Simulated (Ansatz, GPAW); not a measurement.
# Cutoff, mesh and smearing for a 8-layer slab of Pb(100), part 3 of 3

How do cutoff, mesh, smearing and the dipole layer change the work function of a 8-layer slab of Pb(100)?

GPAW 26.7.0 and Ansatz 0.2.0; Ansatz plane waves; slab in vacuum with a dipole correction, relaxation (the session's first sound run).

So far, upper work function (eV): step 2 (relaxing the atoms, PBE) 3.74; step 3 (the slab's potential, PBE, GPAW) 3.76; step 6 (cutoff 700: ecut = 700, PBE, GPAW) 3.76; step 9 (K mesh 14×14: kpts = [14, 14], PBE, GPAW) 3.80; step 10 (scheme Fermi-Dirac, smearing 0.3, PBE, GPAW) 3.84.

## Step 11: The ladder

Times are for 1 thread of Intel Xeon 6975P-C (Granite Rapids), shared host. The runs compared:

```
no.                               run  upper work function (eV)  lower work function (eV)     time  memory (GiB)
  1                                pw                     3.762                     3.701  3.4 min          0.39
  2                        cutoff 700                     3.761                     3.700  7.4 min          0.75
  3                      k mesh 14×14                     3.795                     3.726  7.7 min          0.63
  4  scheme Fermi-Dirac, smearing 0.3                     3.838                     3.799  3.1 min           0.4
```

## Step 12: Without the dipole layer

The dipole layer is taken out and the cell repeats along the normal.

run.py

```python
import json
import numpy as np
from ase import Atoms
from gpaw import GPAW, PW

slab = Atoms(
    ['Pb', 'Pb', 'Pb', 'Pb', 'Pb', 'Pb', 'Pb', 'Pb'],
    positions=[
        [1.75009, 1.75009, 8.00000],
        [0.00000, 0.00000, 10.47500],
        [1.75009, 1.75009, 12.95000],
        [0.00000, 0.00000, 15.42500],
        [1.75009, 1.75009, 17.99777],
        [0.00000, 0.00000, 20.48432],
        [1.75009, 1.75009, 23.19386],
        [0.00000, 0.00000, 25.57010]],
    cell=[[3.50018, 0.0, 0.0], [0.0, 3.50018, 0.0], [0.0, 0.0, 33.325]],
    pbc=[True, True, True])

slab.calc = GPAW(mode=PW(400), xc='PBE', kpts={'size': (9, 9, 1), 'gamma': True},
                 occupations={'name': 'fermi-dirac', 'width': 0.1}, nbands='140%',
                 convergence={'density': 1e-05}, maxiter=200,
                 symmetry={'tolerance': 1e-3}, txt='slab.txt')
result = {}
energy = slab.get_potential_energy()
fermi = slab.calc.get_fermi_level()
v = slab.calc.get_electrostatic_potential().mean((0, 1)) - fermi
n = slab.calc.get_pseudo_density().mean((0, 1))
L = slab.cell[2, 2]
z = np.arange(len(v)) * L / len(v)
low, high = slab.positions[:, 2].min(), slab.positions[:, 2].max()
below, above = np.interp([low - 5.8, high + 5.8], z, v)
slopes = [np.interp(x, z, np.gradient(v, z)) for x in (low - 5.8, high + 5.8)]
eps = np.array([[slab.calc.get_eigenvalues(k, s) for k in range(len(slab.calc.get_ibz_k_points()))]
                for s in range(slab.calc.get_number_of_spins())]) - fermi
top, bottom = eps[eps < 0].max(), eps[eps > 0].min()
dipole = slab.get_dipole_moment()[2]
print(f'energy {energy:.4f} eV, Fermi level {fermi:.4f} eV, dipole {dipole:.5f} e A')
print(f'potential 5.8 A off the faces, from the Fermi level: lower {below:.4f} eV, upper {above:.4f} eV')
print(f'slope of the potential there: lower {slopes[0]:.5f}, upper {slopes[1]:.5f} eV/A')
print(f'nearest levels on the mesh: {top:.4f} and {bottom:.4f} eV')
print('magnetic moment', round(slab.get_magnetic_moment(), 3))
result.update(energy=energy, fermi=fermi, dipole=dipole, below=below, above=above, slopes=slopes, edges=[top, bottom],
              z=z.tolist(), v=v.tolist(), n=n.tolist(), positions=slab.positions.tolist(),
              forces=slab.get_forces(apply_constraint=False).tolist(), moments=slab.get_magnetic_moments().tolist())
json.dump(result, open('result.json', 'w'))
```

The run is started by

```
$ OMP_NUM_THREADS=1 OPENBLAS_NUM_THREADS=1 python run.py
```

The log of the run:

```text
energy -29.3594 eV, Fermi level 3.0502 eV, dipole -0.01094 e A
potential 5.8 A off the faces, from the Fermi level: lower 3.7209 eV, upper 3.7415 eV
slope of the potential there: lower -0.00513, upper -0.00475 eV/A
nearest levels on the mesh: -0.0209 and 0.0215 eV
magnetic moment 0.0
```

Run time: 2.6 min. Hardware: 1 thread of Intel Xeon 6975P-C (Granite Rapids), shared host; peak memory 0.4 GiB.

The run finished with changed settings (dipole = false and pbc_z = true); it serves as a test.

Side by side:

```
                     quantity   this run   sound run  difference
dipole along the normal (e·Å)  -0.010942  -0.0039166    -0.00703
     upper work function (eV)     3.7415      3.7615     -0.0201
     lower work function (eV)     3.7209      3.7008      0.0201
```

## Step 13: Side by side

Results and costs are gathered.

This step: comparison of work functions, dipole and cost (GPAW 26.7.0).

Ladder, by row:

```
   step  code  work function, upper (eV)  work function, lower (eV)  dipole (e Å)  wall time (s)  peak memory (GiB)  threads
     pw  GPAW                      3.762                      3.701     -0.003917          205.4               0.39        1
ecut200  GPAW                      3.783                      3.694       7.04e-4          94.67               0.22        1
ecut300  GPAW                      3.766                      3.705     -0.003888            163               0.29        1
ecut700  GPAW                      3.761                        3.7     -0.003927          442.2               0.75        1
     k3  GPAW                      3.876                      3.824     -0.003327          62.42               0.27        1
     k5  GPAW                      3.908                      3.792     -0.007668           82.5                0.3        1
    k14  GPAW                      3.795                      3.726     -0.004495          460.1               0.63        1
  smear  GPAW                      3.838                      3.799     -0.002417          187.8                0.4        1
  nodip  GPAW                      3.741                      3.721      -0.01094            159                0.4        1
```

## Step 14: Summary of results

```yaml
work_function_upper_and_lower_face: 3.762 and 3.701 eV
dipole_along_the_normal: -0.00392 e Å
```

In words: With plane waves and PBE the work function is 3.76 eV on the upper face and 3.70 eV on the lower. The two faces differ by 0.061 eV, the step that the slab's dipole makes (e p/(ε0 A) gives 0.058 eV), so the dipole layer is needed. The lowest atoms were held at bulk positions, which alone makes the faces unlike. The measured value for polycrystalline Pb, which weights the faces of low work function, is 4.25 eV (as compiled in "Anisotropic work function of elemental crystals", 2019, arxiv:1902.07811); the relaxed upper face lies 0.49 eV under it with PBE. Measured work functions scatter by a tenth of an eV or more between methods. The other smearing (Fermi-Dirac of 0.3 eV in place of Fermi-Dirac of 0.1) moves the two faces by 0.076 and 0.098 eV on the same mesh; a mesh is converged only for its smearing. Over the sound runs of the table the upper face's work function spans 3.761 (ecut700) to 3.838 eV (smear). The densest mesh tried gives 3.795 and 3.726 eV on the two faces, so the base mesh isn't converged. The in-plane lattice was kept as typed, which isn't the functional's own and leaves some strain; spin-orbit coupling and temperature are left out.

[Logs are printed without paths, hosts, clocks, repeated set-up lines and the standing remarks that a program may print on its own settings, such as how far it seeks lower states.]

[Hosts, paths, dates, database ids (printed as entryN), source tags and the programs' standing remarks are cut or masked in the printed files.]
